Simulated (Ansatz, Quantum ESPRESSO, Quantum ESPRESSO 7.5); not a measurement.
**Nb: work function by face**

Aim: the work function of the low-index faces of Nb, their order, and how far the functional matters.

Main program and level: Quantum ESPRESSO 7.5; plane-wave DFT, PBE, GBRV ultrasoft pseudopotentials (geometry and cross-check by Ansatz 0.2.0 with PAW datasets; geometry under PBE).

Experimental background.

For Nb (clean single-crystal faces), “Anisotropic work function of elemental crystals” (2019, arxiv:1902.07811) quotes earlier work: work function of (110) (clean (110) face) 4.63 eV; work function of (100) (clean (100) face) 3.97 eV; work function of (111) (clean (111) face) 4.08 eV.

This is a report of a sequence of runs, with most program output left out.

## 1. The starting structure

The cell holds 7 atoms: 7 Nb. Its edges and angles: a = 2.858 Å, b = 2.858 Å, c = 30.001 Å, α = 90.0°, β = 90.0°, γ = 70.5°. It derives from Nb. Vacuum lies along c.

Coordinates:

```cif
data_structure
_symmetry_space_group_name_H-M 'P 1'
_symmetry_Int_Tables_number 1
_cell_length_a 2.8579
_cell_length_b 2.8579
_cell_length_c 30.0007
_cell_angle_alpha 90.000
_cell_angle_beta 90.000
_cell_angle_gamma 70.529
_cell_volume 231.02
loop_
_atom_site_label
_atom_site_type_symbol
_atom_site_fract_x
_atom_site_fract_y
_atom_site_fract_z
_atom_site_occupancy
Nb1 Nb 0.00000 0.00000 0.26666 1
Nb2 Nb 0.50000 0.50000 0.34444 1
Nb3 Nb 0.00000 0.00000 0.42222 1
Nb4 Nb 0.50000 0.50000 0.50000 1
Nb5 Nb 0.00000 0.00000 0.57778 1
Nb6 Nb 0.50000 0.50000 0.65556 1
Nb7 Nb 0.00000 0.00000 0.73334 1
```

## 2. Relaxation with Ansatz of (110)

The geometry comes first, from a plane-wave PAW code, so that the later runs on this slab share one structure.

File input.yaml:

```yaml
crystal:
  lattice:
    - [2.3334523779, -1.65, 0.0]
    - [2.3334523779, 1.65, 0.0]
    - [0.0, 0.0, 30.0007142675]
  atoms:
    - { symbol: Nb, position: [0.0, 0.0, 0.2666603178] }
    - { symbol: Nb, position: [0.5, 0.5, 0.3444402118] }
    - { symbol: Nb, position: [0.0, 0.0, 0.4222201059] }
    - { symbol: Nb, position: [0.5, 0.5, 0.5] }
    - { symbol: Nb, position: [0.0, 0.0, 0.5777798941] }
    - { symbol: Nb, position: [0.5, 0.5, 0.6555597882] }
    - { symbol: Nb, position: [0.0, 0.0, 0.7333396822] }
kpoints:
  mp_grid: { grid: [12, 12, 1] }
hamiltonian:
  xc: pbe
scf:
  occupations: { method: fermi_dirac, width: 0.1 }
  convergence: { dr2_threshold: 1.0e-08 }
efield:
  axis: 3
  dipole_correction: true
  ramp_position: 0.97
  ramp_width: 0.04
relax:
  f_tol: 0.01
  constraints: [{ sites: [2, 3, 4] }]
output:
  write_potential: true
  write_density: true
  volumetric_format: npy
```

The run is started by

```console
ansatz run input.yaml --threads 4 --pin off --max-ram 8192MiB --backend cpu --events-out ev --progress --plain --runs-dir out
```

Run time: 59 s. Hardware: 4 threads of Arm Neoverse V1, shared host; peak memory 0.78 GiB.

Relaxation path:

```tsv
step	energy less that of the first step (eV)	largest force component (eV/Å)
1	0.0000	0.3832
2	0.0129	0.5275
3	-0.0285	0.0124
4	-0.0285	0.0015
```

Relaxation step 2 was tried and not accepted.

The atoms that moved most (Å):

```tsv
atom	dx	dy	dz	length
Nb7	0.000	0.000	-0.051	0.051
Nb1	0.000	0.000	0.051	0.051
Nb2	0.000	0.000	-0.030	0.030
Nb6	0.000	0.000	0.030	0.030
```

The relaxation lowers the energy by 4 meV an atom. Held were the atoms numbered 3, 4 and 5; the forces quoted are those on the free ones.

Read from the output:

```
free energy                     : -31864.1693 eV
energy at zero smearing         : -31864.0137 eV
smearing term TS                : 0.3113 eV
Fermi energy                    : 7.808 eV
symmetry operations             : 4
work function of the upper face : 4.499 eV
work function of the lower face : 4.499 eV
dipole along the normal         : 5.20e-8 e·Å
```

## 3. Self-consistent run of (110), PBE

Both faces of the slab are alike, so a plain periodic cell serves and symmetry is kept.

Level of this step: plane-wave DFT, PBE, GBRV ultrasoft pseudopotentials (Quantum ESPRESSO 7.5).

File 110.pbe.in:

```
&control
  prefix = '110.pbe'
  outdir = './out'
  pseudo_dir = './pseudo'
  calculation = 'scf'
  tprnfor = .true.
/
&system
  ibrav = 0
  nat = 7
  ntyp = 1
  ecutwfc = 40
  ecutrho = 200
  occupations = 'smearing'
  smearing = 'mv'
  degauss = 0.02
/
&electrons
  conv_thr = 1e-07
  mixing_beta = 0.4
  electron_maxstep = 120
  mixing_mode = 'local-TF'
/
ATOMIC_SPECIES
  Nb  92.9064  nb_pbe_v1.uspp.F.UPF
CELL_PARAMETERS angstrom
  2.33345237790000 -1.65000000000000 0.00000000000000
  2.33345237790000 1.65000000000000 0.00000000000000
  0.00000000000000 0.00000000000000 30.00071426750000
ATOMIC_POSITIONS crystal
  Nb  -0.000000000000 -0.000000000000 0.268364038336
  Nb  0.500000000000 0.500000000000 0.343439201886
  Nb  0.000000000000 0.000000000000 0.422220105900
  Nb  0.500000000000 0.500000000000 0.500000000000
  Nb  0.000000000000 0.000000000000 0.577779894100
  Nb  0.500000000000 0.500000000000 0.656560797645
  Nb  0.000000000000 0.000000000000 0.731635960188
K_POINTS automatic
  12 12 1 0 0 0
```

The run is started by

```console
OMP_NUM_THREADS=1 mpirun -n 4 pw.x -nk 4 -in 110.pbe.in > 110.pbe.out
```

Wall time 2.8 min (4 MPI ranks); peak memory 0.72 GiB.

This step gave:

```
free energy  : -11229.8896 eV
Fermi energy : 7.878 eV
```

## 4. Potential by pp.x of (110)

plot_num = 11 writes the bare and Hartree potential. It leaves out exchange and correlation, which fade slowly, so it flattens close to the surface.

File 110.pbe.pot.in:

```
&inputpp
  prefix = '110.pbe'
  outdir = './out'
  filplot = '110.pbe.pot.dat'
  plot_num = 11
/
```

The run is started by

```console
OMP_NUM_THREADS=1 mpirun -n 4 pp.x -in 110.pbe.pot.in > 110.pbe.pot.out
```

Elapsed: 0.86 s, on 4 MPI ranks; peak memory 0.09 GiB; 3.1 s of CPU time.

Read from the output:

* work function of the upper face: 4.560 eV
* slope of the potential above: 0.001446 eV/Å
* upper vacuum line continued to the top atoms, over the Fermi level: 4.553 eV
* work function of the lower face: 4.561 eV
* slope of the potential below: -9.86e-4 eV/Å
* lower vacuum line continued to the bottom atoms, over the Fermi level: 4.555 eV

The potential energy, planar mean oscillates, so the rows of the table below give means over windows of 2.34 Å about each position, cut where the curve ends. Its maxima inside the range that stand out by 2 % of the span (Å: eV): 9.1: -1.80, 11.5: -0.921, 13.8: -1.15, 16.2: -1.15, 18.5: -0.921, 20.9: -1.80. Its minima: 8.1: -31.2, 10.3: -31.1, 12.7: -31.0, 15.0: -31.0, 17.3: -31.0, 19.7: -31.1, 21.9: -31.2.

Electrostatic potential energy of an electron; zero at the Fermi level. The potential energy, planar mean by z; means over each step:

```tsv
z (Å)	potential energy, planar mean (eV)
1.17	4.56
3.51	4.55
5.85	3.42
8.19	-14.1
10.53	-13.8
12.87	-13.8
15.21	-13.8
17.55	-13.7
19.89	-13.9
22.23	-13.6
24.57	4.09
26.91	4.56
29.25	4.56
```

## 5. SCF with pw.x of (110), PBEsol

The same atoms under a second functional.

Level of this step: plane-wave DFT, PBEsol, GBRV ultrasoft pseudopotentials (Quantum ESPRESSO 7.5).

110.pbesol.in, as its differences from the input of step 3:

```diff
@@ -1,3 +1,3 @@
 &control
-  prefix = '110.pbe'
+  prefix = '110.pbesol'
   outdir = './out'
@@ -24,3 +24,3 @@
 ATOMIC_SPECIES
-  Nb  92.9064  nb_pbe_v1.uspp.F.UPF
+  Nb  92.9064  nb_pbesol_v1.uspp.F.UPF
 CELL_PARAMETERS angstrom
```

The run is started by

```console
OMP_NUM_THREADS=1 mpirun -n 4 pw.x -nk 4 -in 110.pbesol.in > 110.pbesol.out
```

Run time: 2.7 min. Hardware: 4 MPI ranks; peak memory 0.72 GiB.

This step gave:

- free energy: -11229.0306 eV
- Fermi energy: 7.760 eV

## 6. Electrostatic potential of (110)

File 110.pbesol.pot.in:

```
&inputpp
  prefix = '110.pbesol'
  outdir = './out'
  filplot = '110.pbesol.pot.dat'
  plot_num = 11
/
```

The run is started by

```console
OMP_NUM_THREADS=1 mpirun -n 4 pp.x -in 110.pbesol.pot.in > 110.pbesol.pot.out
```

Wall time 0.86 s (4 MPI ranks); peak memory 0.1 GiB.

This step gave:

* work function of the upper face: 4.652 eV
* slope of the potential above: 0.001289 eV/Å
* upper vacuum line continued to the top atoms, over the Fermi level: 4.645 eV
* work function of the lower face: 4.652 eV
* slope of the potential below: -8.83e-4 eV/Å
* lower vacuum line continued to the bottom atoms, over the Fermi level: 4.647 eV

On (110) the work function under PBEsol lies +0.09 eV from PBE's.

## 7. Geometry from Ansatz of (100)

Level of this step: plane-wave DFT, PBE, Ansatz PAW (Ansatz 0.2.0).

System of this step: Nb(100), 5 layers. The cell holds 5 atoms: 5 Nb. Cell: a = 3.300 Å, b = 3.300 Å, c = 22.600 Å, α = 90.0°, β = 90.0°, γ = 90.0°. It derives from Nb. Vacuum lies along c.

input.yaml, the sections that differ from step 2:

```yaml
crystal:
  lattice:
    - [3.3, 0.0, 0.0]
    - [0.0, 3.3, 0.0]
    - [0.0, 0.0, 22.6]
  atoms:
    - { symbol: Nb, position: [0.0, 0.0, 0.3539823009] }
    - { symbol: Nb, position: [0.5, 0.5, 0.4269911504] }
    - { symbol: Nb, position: [0.0, 0.0, 0.5] }
    - { symbol: Nb, position: [0.5, 0.5, 0.5730088496] }
    - { symbol: Nb, position: [0.0, 0.0, 0.6460176991] }
kpoints:
  mp_grid: { grid: [8, 8, 1] }
relax:
  f_tol: 0.01
  constraints: [{ sites: [2] }]
# hamiltonian, scf, efield, output: as in step 2
```

The run is started by

```console
ansatz run input.yaml --threads 4 --pin off --max-ram 8192MiB --backend cpu --events-out ev --progress --plain --runs-dir out
```

Elapsed: 18 s, on 4 threads; peak memory 0.56 GiB.

Relaxation path:

```tsv
step	energy less that of the first step (eV)	largest force component (eV/Å)
1	0.0000	1.2108
2	-0.1277	1.3613
3	-0.2703	0.2528
4	-0.2764	0.1729
5	-0.2824	0.0043
```

Forces are held to the 8 operations that the run works with; a distortion that breaks them can't arise in this run.

The atoms that moved most (Å):

```tsv
atom	dx	dy	dz	length
Nb5	0.000	0.000	-0.172	0.172
Nb1	0.000	0.000	0.172	0.172
Nb2	0.000	0.000	-0.040	0.040
Nb4	0.000	0.000	0.040	0.040
```

Final coordinates:

```xyz
5
Lattice="3.3000 0.0000 0.0000 0.0000 3.3000 0.0000 0.0000 0.0000 22.6000" Properties=species:S:1:pos:R:3
Nb    0.0000    0.0000    8.1716
Nb    1.6500    1.6500    9.6099
Nb    0.0000    0.0000   11.3000
Nb    1.6500    1.6500   12.9901
Nb    0.0000    0.0000   14.4284
```

The relaxation lowers the energy by 56 meV an atom. Held were the atoms numbered 3; the forces quoted are those on the free ones.

Read from the output:

```
free energy                     : -22758.3481 eV
energy at zero smearing         : -22758.2618 eV
smearing term TS                : 0.1725 eV
Fermi energy                    : 4.404 eV
symmetry operations             : 8
work function of the upper face : 3.600 eV
work function of the lower face : 3.600 eV
dipole along the normal         : 2.90e-6 e·Å
```

## 8. Ground state of (100), PBE

Level of this step: plane-wave DFT, PBE, GBRV ultrasoft pseudopotentials (Quantum ESPRESSO 7.5).

File 100.pbe.in:

```
&control
  prefix = '100.pbe'
  outdir = './out'
  pseudo_dir = './pseudo'
  calculation = 'scf'
  tprnfor = .true.
/
&system
  ibrav = 0
  nat = 5
  ntyp = 1
  ecutwfc = 40
  ecutrho = 200
  occupations = 'smearing'
  smearing = 'mv'
  degauss = 0.02
/
&electrons
  conv_thr = 1e-07
  mixing_beta = 0.4
  electron_maxstep = 120
  mixing_mode = 'local-TF'
/
ATOMIC_SPECIES
  Nb  92.9064  nb_pbe_v1.uspp.F.UPF
CELL_PARAMETERS angstrom
  3.30000000000000 0.00000000000000 0.00000000000000
  0.00000000000000 3.30000000000000 0.00000000000000
  0.00000000000000 0.00000000000000 22.60000000000000
ATOMIC_POSITIONS crystal
  Nb  0.000000000000 0.000000000000 0.361577336877
  Nb  0.500000000000 0.500000000000 0.425218840148
  Nb  0.000000000000 0.000000000000 0.500000000000
  Nb  0.500000000000 0.500000000000 0.574781148285
  Nb  -0.000000000000 0.000000000000 0.638422648424
K_POINTS automatic
  8 8 1 0 0 0
```

The run is started by

```console
OMP_NUM_THREADS=1 mpirun -n 4 pw.x -nk 4 -in 100.pbe.in > 100.pbe.out
```

Wall time 70 s (4 MPI ranks); peak memory 0.51 GiB; 4.7 min of CPU time.

This step gave:

* free energy: -8019.6089 eV
* Fermi energy: 4.445 eV

## 9. Electrostatic potential of (100)

File 100.pbe.pot.in:

```
&inputpp
  prefix = '100.pbe'
  outdir = './out'
  filplot = '100.pbe.pot.dat'
  plot_num = 11
/
```

The run is started by

```console
OMP_NUM_THREADS=1 mpirun -n 4 pp.x -in 100.pbe.pot.in > 100.pbe.pot.out
```

The job ended after 0.87 s (4 MPI ranks; peak memory 0.11 GiB; 3.2 s of CPU time).

This step gave:

```
work function of the upper face                                       : 3.637 eV
slope of the potential above                                          : 0.001252 eV/Å
upper vacuum line continued to the top atoms, over the Fermi level    : 3.630 eV
work function of the lower face                                       : 3.637 eV
slope of the potential below                                          : -9.67e-4 eV/Å
lower vacuum line continued to the bottom atoms, over the Fermi level : 3.631 eV
```

The potential energy, planar mean oscillates, so the rows of the table below give means over windows of 1.47 Å about each position, cut where the curve ends. Its maxima inside the range that stand out by 2 % of the span (Å: eV): 8.9: -10.5, 10.4: -6.13, 12.2: -6.13, 13.7: -10.5. Its minima: 8.1: -21.7, 9.6: -21.4, 11.3: -21.5, 13.0: -21.4, 14.5: -21.7.

Electrostatic potential energy of an electron; zero at the Fermi level. The potential energy, planar mean by z; means over each step:

z (Å), potential energy, planar mean (eV) and a bar from the least value:
```
     0.73        3.6 ##############################
     2.21        3.6 ##############################
     3.68        3.6 ##############################
     5.15        3.5 ##############################
     6.62        1.8 ###########################
     8.09      -14.7 ##
     9.55      -15.3 #
    11.03      -14.2 ###
    12.50      -13.3 #####
    13.97      -16.2 
    15.44       -2.9 ####################
    16.91        3.4 ##############################
    18.38        3.6 ##############################
    19.85        3.6 ##############################
    21.32        3.6 ##############################
```

## 10. SCF with pw.x of (100), PBEsol

Level of this step: plane-wave DFT, PBEsol, GBRV ultrasoft pseudopotentials (Quantum ESPRESSO 7.5).

100.pbesol.in, as its differences from the input of step 8:

```diff
@@ -1,3 +1,3 @@
 &control
-  prefix = '100.pbe'
+  prefix = '100.pbesol'
   outdir = './out'
@@ -24,3 +24,3 @@
 ATOMIC_SPECIES
-  Nb  92.9064  nb_pbe_v1.uspp.F.UPF
+  Nb  92.9064  nb_pbesol_v1.uspp.F.UPF
 CELL_PARAMETERS angstrom
```

The run is started by

```console
OMP_NUM_THREADS=1 mpirun -n 4 pw.x -nk 4 -in 100.pbesol.in > 100.pbesol.out
```

The job ended after 64 s (4 MPI ranks; peak memory 0.66 GiB; 4.2 min of CPU time).

This step gave:

| Property | Result |
| --- | --- |
| free energy | -8018.8373 eV |
| Fermi energy | 4.347 eV |

## 11. Electrostatic potential of (100)

File 100.pbesol.pot.in:

```
&inputpp
  prefix = '100.pbesol'
  outdir = './out'
  filplot = '100.pbesol.pot.dat'
  plot_num = 11
/
```

The run is started by

```console
OMP_NUM_THREADS=1 mpirun -n 4 pp.x -in 100.pbesol.pot.in > 100.pbesol.pot.out
```

The job ended after 0.88 s (4 MPI ranks; peak memory 0.11 GiB; 3.2 s of CPU time).

Read from the output:

| Quantity | Value |
| --- | --- |
| work function of the upper face | 3.711 eV |
| slope of the potential above | 0.001090 eV/Å |
| upper vacuum line continued to the top atoms, over the Fermi level | 3.705 eV |
| work function of the lower face | 3.711 eV |
| slope of the potential below | -8.41e-4 eV/Å |
| lower vacuum line continued to the bottom atoms, over the Fermi level | 3.707 eV |

On (100) the work function under PBEsol lies +0.07 eV from PBE's.

## 12. Relaxation with Ansatz of (111)

Level of this step: plane-wave DFT, PBE, Ansatz PAW (Ansatz 0.2.0).

System of this step: Nb(111), 9 layers. The cell holds 9 atoms: 9 Nb. Cell: a = 4.667 Å, b = 4.667 Å, c = 23.621 Å, α = 90.0°, β = 90.0°, γ = 60.0°. It derives from Nb. Vacuum lies along c.

input.yaml, the sections that differ from step 7:

```yaml
crystal:
  lattice:
    - [4.6669047558, 0.0, 0.0]
    - [2.3334523779, 4.0416580756, 0.0]
    - [0.0, 0.0, 23.6210235533]
  atoms:
    - { symbol: Nb, position: [0.3333333333, 0.3333333333, 0.3386813438] }
    - { symbol: Nb, position: [0.6666666667, 0.6666666667, 0.3790110079] }
    - { symbol: Nb, position: [0.0, 0.0, 0.4193406719] }
    - { symbol: Nb, position: [0.3333333333, 0.3333333333, 0.459670336] }
    - { symbol: Nb, position: [0.6666666667, 0.6666666667, 0.5] }
    - { symbol: Nb, position: [0.0, 0.0, 0.540329664] }
    - { symbol: Nb, position: [0.3333333333, 0.3333333333, 0.5806593281] }
    - { symbol: Nb, position: [0.6666666667, 0.6666666667, 0.6209889921] }
    - { symbol: Nb, position: [0.0, 0.0, 0.6613186562] }
kpoints:
  mp_grid: { grid: [6, 6, 1] }
relax:
  f_tol: 0.01
  constraints: [{ sites: [2, 3, 4, 5, 6] }]
# hamiltonian, scf, efield, output: as in step 7
```

The run is started by

```console
ansatz run input.yaml --threads 4 --pin off --max-ram 8192MiB --backend cpu --events-out ev --progress --plain --runs-dir out
```

The job ended after 33 s (4 threads; peak memory 0.94 GiB; 2.1 min of CPU time).

(Continued in part 2 of 2.)

[Logs are printed without paths, hosts, clocks, repeated set-up lines and the standing remarks that a program may print on its own settings, such as how far it seeks lower states.]

[Hosts, paths, dates, database ids (printed as entryN), source tags and the programs' standing remarks are cut or masked in the printed files.]

[Maps of the electrostatic potential energy from Ansatz leave out the sawtooth potential of an applied field or a dipole correction, so their vacuum need not be flat; planar profiles and work functions include it.]
